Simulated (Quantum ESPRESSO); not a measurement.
# Collinear magnetic orders of MnGePd with Quantum ESPRESSO, part 2 of 2

Does MnGePd prefer parallel or opposed moments?

Quantum ESPRESSO 7.5; PBEsol; plane waves with GBRV 1.5 PBEsol potentials, no spin-orbit coupling.

So far, absolute magnetization (μB): step 2 (start 1: ferro +++) 11.6.

## Step 3: Run 2 (ferri ++−)

The input, pw.in:

```
&CONTROL
  calculation = 'scf'
  prefix = 'pwscf'
  outdir = './tmp'
  pseudo_dir = './pseudo'
  disk_io = 'nowf'
/
&SYSTEM
  ibrav = 0
  celldm(1) = 8
  nat = 9
  ntyp = 4
  ecutwfc = 40
  ecutrho = 280
  nbnd = 85
  occupations = 'smearing'
  smearing = 'fd'
  degauss = 0.00734986
  nspin = 2
  starting_magnetization(1) = 0.2333
  starting_magnetization(2) = -0.2333
  starting_magnetization(3) = 0
  starting_magnetization(4) = 0
/
&ELECTRONS
  conv_thr = 1.8d-08
  electron_maxstep = 150
  mixing_beta = 0.3
/
ATOMIC_SPECIES
Mn1    54.9380 mn_pbesol_v1.5.uspp.F.UPF
Mn2    54.9380 mn_pbesol_v1.5.uspp.F.UPF
Ge     72.6300 ge_pbesol_v1.4.uspp.F.UPF
Pd    106.4200 pd_pbesol_v1.4.uspp.F.UPF
CELL_PARAMETERS alat
   1.5682364676738    0.0000000000000    0.0000000000000
  -0.7841182338369    1.3581326201408    0.0000000000000
   0.0000000000000    0.0000000000000    0.8449437934733
ATOMIC_POSITIONS crystal
Mn1     0.5914500000    0.0000000000    0.5000000000
Mn1     0.4085500000    0.4085500000    0.5000000000
Mn2     0.0000000000    0.5914500000    0.5000000000
Ge      0.3333333333    0.6666666667    0.0000000000
Ge      0.6666666667    0.3333333333    0.0000000000
Ge      0.0000000000    0.0000000000    0.5000000000
Pd      0.2589500000    0.0000000000    0.0000000000
Pd      0.7410500000    0.7410500000    0.0000000000
Pd      0.0000000000    0.2589500000    0.0000000000
K_POINTS automatic
8 8 8 0 0 0
```

Started as:

```sh
$ OMP_NUM_THREADS=1 mpirun -n 4 pw.x -nk 4 -in pw.in > pw.out
```

The program printed:

```text
[banner, memory and clock lines left out]
Program PWSCF v.7.5 starts

     Message from routine setup:
     using ibrav=0 with symmetry is DISCOURAGED, use correct ibrav instead

     bravais-lattice index     =            0
     lattice parameter (alat)  =       8.0000  a.u.
     unit-cell volume          =     921.4070 (a.u.)^3
     number of atoms/cell      =            9
     number of atomic types    =            4
     number of electrons       =       135.00
     number of Kohn-Sham states=           85
     kinetic-energy cutoff     =      40.0000  Ry
     charge density cutoff     =     280.0000  Ry
     scf convergence threshold =      1.8E-08
     mixing beta               =       0.3000
     number of iterations used =            8  plain     mixing
     Exchange-correlation= SLA  PW   PSX  PSC
                           (   1   4  10   8   0   0   0)

     celldm(1)=   8.000000  celldm(2)=   0.000000  celldm(3)=   0.000000
     celldm(4)=   0.000000  celldm(5)=   0.000000  celldm(6)=   0.000000

     crystal axes: (cart. coord. in units of alat)
               a(1) = (   1.568236   0.000000   0.000000 )
               a(2) = (  -0.784118   1.358133   0.000000 )
               a(3) = (   0.000000   0.000000   0.844944 )

     reciprocal axes: (cart. coord. in units 2 pi/alat)
               b(1) = (  0.637659  0.368153 -0.000000 )
               b(2) = (  0.000000  0.736305  0.000000 )
               b(3) = (  0.000000 -0.000000  1.183511 )

     PseudoPot. # 1 for Mn read from file:
     mn_pbesol_v1.5.uspp.F.UPF
     Pseudo is Ultrasoft + core correction, Zval = 15.0

     PseudoPot. # 2 for Mn read from file:
     mn_pbesol_v1.5.uspp.F.UPF
     Pseudo is Ultrasoft + core correction, Zval = 15.0

     PseudoPot. # 3 for Ge read from file:
     ge_pbesol_v1.4.uspp.F.UPF
     Pseudo is Ultrasoft + core correction, Zval = 14.0

     PseudoPot. # 4 for Pd read from file:
     pd_pbesol_v1.4.uspp.F.UPF
     Pseudo is Ultrasoft + core correction, Zval = 16.0

     atomic species   valence    mass     pseudopotential
     Mn1              15.00    54.93800     Mn( 1.00)
     Mn2              15.00    54.93800     Mn( 1.00)
     Ge               14.00    72.63000     Ge( 1.00)
     Pd               16.00   106.42000     Pd( 1.00)

     Starting magnetic structure
     atomic species   magnetization
     Mn1             0.233
     Mn2            -0.233
     Ge              0.000
     Pd              0.000

      4 Sym. Ops. (no inversion) found

   Cartesian axes

     site n.     atom                  positions (alat units)
         1        Mn1    tau(   1) = (   0.9275335   0.0000000   0.4224719  )
         2        Mn1    tau(   2) = (   0.3203515   0.5548651   0.4224719  )
         3        Mn2    tau(   3) = (  -0.4637667   0.8032675   0.4224719  )
         4        Ge     tau(   4) = (  -0.0000000   0.9054217   0.0000000  )
         5        Ge     tau(   5) = (   0.7841182   0.4527109   0.0000000  )
         6        Ge     tau(   6) = (   0.0000000   0.0000000   0.4224719  )
         7        Pd     tau(   7) = (   0.4060948   0.0000000   0.0000000  )
         8        Pd     tau(   8) = (   0.5810708   1.0064442   0.0000000  )
         9        Pd     tau(   9) = (  -0.2030474   0.3516884   0.0000000  )

     number of k points=   105  Fermi-Dirac smearing, width (Ry)=  0.0073

     Number of k-points >= 100: set verbosity='high' to print them.

     Dense  grid:    72757 G-vectors     FFT dimensions: (  72,  72,  40)

     Smooth grid:    31509 G-vectors     FFT dimensions: (  54,  54,  27)

     Check: negative core charge=   -0.000025
     Generating pointlists ...
     new r_m :   0.2622 (alat units)  2.0975 (a.u.) for type    1
     new r_m :   0.2622 (alat units)  2.0975 (a.u.) for type    2
     new r_m :   0.2417 (alat units)  1.9338 (a.u.) for type    3
     new r_m :   0.2417 (alat units)  1.9338 (a.u.) for type    4

     Initial potential from superposition of free atoms

     starting charge     131.9973, renormalised to     135.0000

     negative rho (up, down):  1.140E-01 1.141E-01
     Starting wfcs are  102 randomized atomic wfcs

     Self-consistent Calculation

     iteration #  1     ecut=    40.00 Ry     beta= 0.30
     Davidson diagonalization with overlap
     ethr =  1.00E-02,  avg # of iterations =  2.1

     negative rho (up, down):  1.128E-01 1.128E-01

     total energy              =   -1864.98567547 Ry
     estimated scf accuracy    <      12.72169253 Ry

     total magnetization       =     3.14 Bohr mag/cell
     absolute magnetization    =     9.05 Bohr mag/cell

     iteration #  2     ecut=    40.00 Ry     beta= 0.30
     Davidson diagonalization with overlap
     ethr =  9.42E-03,  avg # of iterations =  2.1

     negative rho (up, down):  1.146E-01 1.146E-01

     total energy              =   -1866.97777791 Ry
     estimated scf accuracy    <      18.67412235 Ry

     total magnetization       =     2.85 Bohr mag/cell
     absolute magnetization    =     7.07 Bohr mag/cell

     [... further iterations left out ...]

     iteration # 17     ecut=    40.00 Ry     beta= 0.30
     Davidson diagonalization with overlap
     ethr =  5.53E-11,  avg # of iterations =  2.1

     negative rho (up, down):  1.176E-01 1.179E-01

     total energy              =   -1868.87793353 Ry
     estimated scf accuracy    <       0.00000004 Ry

     total magnetization       =     2.98 Bohr mag/cell
     absolute magnetization    =    11.43 Bohr mag/cell

     iteration # 18     ecut=    40.00 Ry     beta= 0.30
     Davidson diagonalization with overlap
     ethr =  3.04E-11,  avg # of iterations =  2.0

     negative rho (up, down):  1.176E-01 1.179E-01

     Magnetic moment per site  (integrated on atomic sphere of radius R)
     atom   1 (R=0.262)  charge= 13.4775  magn=  3.3843
     atom   2 (R=0.262)  charge= 13.4775  magn=  3.3843
     atom   3 (R=0.262)  charge= 13.4666  magn= -3.5718
     atom   4 (R=0.242)  charge= 11.9206  magn= -0.0508
     atom   5 (R=0.242)  charge= 11.9206  magn= -0.0508
     atom   6 (R=0.242)  charge= 11.9639  magn= -0.0308
     atom   7 (R=0.242)  charge= 13.7713  magn= -0.0252
     atom   8 (R=0.242)  charge= 13.7713  magn= -0.0252
     atom   9 (R=0.242)  charge= 13.7708  magn=  0.0112

     End of self-consistent calculation

     Number of k-points >= 100: set verbosity='high' to print the bands.

     the Fermi energy is    15.7002 ev

!    total energy              =   -1868.87793355 Ry
     estimated scf accuracy    <          7.2E-09 Ry
     smearing contrib. (-TS)   =      -0.01613239 Ry
     internal energy E=F+TS    =   -1868.86180116 Ry

     The total energy is F=E-TS. E is the sum of the following terms:
     one-electron contribution =    -776.28801120 Ry
     hartree contribution      =     493.36323341 Ry
     xc contribution           =    -345.91326950 Ry
     ewald contribution        =   -1240.02375387 Ry

     total magnetization       =     2.98 Bohr mag/cell
     absolute magnetization    =    11.43 Bohr mag/cell

     convergence has been achieved in  18 iterations
```

The job ended after 10 min (4 MPI ranks of Arm Neoverse V2, shared host; peak memory 1.7 GiB; 41 min of CPU time).

Spin moment in the atom's sphere by atom:

```csv
atom,spin moment in the atom's sphere (μB)
Mn1,3.38
Mn2,3.38
Mn3,-3.57
Ge4,-0.05
Ge5,-0.05
Ge6,-0.03
Pd7,-0.03
Pd8,-0.03
Pd9,0.01
```

Read from the output:

| Property | Result |
| --- | --- |
| smearing term TS | 0.2195 eV |
| magnetization | 2.978 μB |
| absolute magnetization | 11.43 μB |
| final state | ferrimagnetic |

## Step 4: Ranking

An order is kept where moments of 0.15 μB or more survive with the typed signs; meshes match where a doubled cell samples the same k points as the first cell.

Ferrimagnetic means that a moment over 0.15 μB on a transition or rare-earth metal, induced ones included, opposes the net moment. Orders:

```csv
start,final state,typed order kept,energy over the lowest (meV a seeded atom),largest site moment (μB),net moment (μB a cell of the first run),mesh matched,CPU time (s)
ferro +++,ferromagnetic,yes,0,3.436,9.964,yes,964
ferri ++-,ferrimagnetic,yes,156.6,3.572,2.978,yes,2487
```

## Step 5: Results

| Property | Result |
| --- | --- |
| lowest state found | ferromagnetic (from ferro +++) |
| largest site moment | 3.44 μB |
| next state with moments | ferrimagnetic, 157 meV a seeded atom higher |

**Reading.** This is the lowest of 2 collinear or spinless starts, no proof of the ground state. Energies are free energies at an electronic temperature of 1160 K, which lowers moments and differences where the moments are itinerant.

[Logs and program files are shortened in this print: banners, set-up blocks, solver, clock and traceback lines can be left out without a mark of their own.]

[Logs are printed without paths, hosts, clocks, repeated set-up lines and the standing remarks that a program may print on its own settings, such as how far it seeks lower states.]

[Hosts, paths, dates, database ids (printed as entryN), source tags and the programs' standing remarks are cut or masked in the printed files.]

[Where a cell is said to come from a database of computed structures, the database is the Materials Project.]
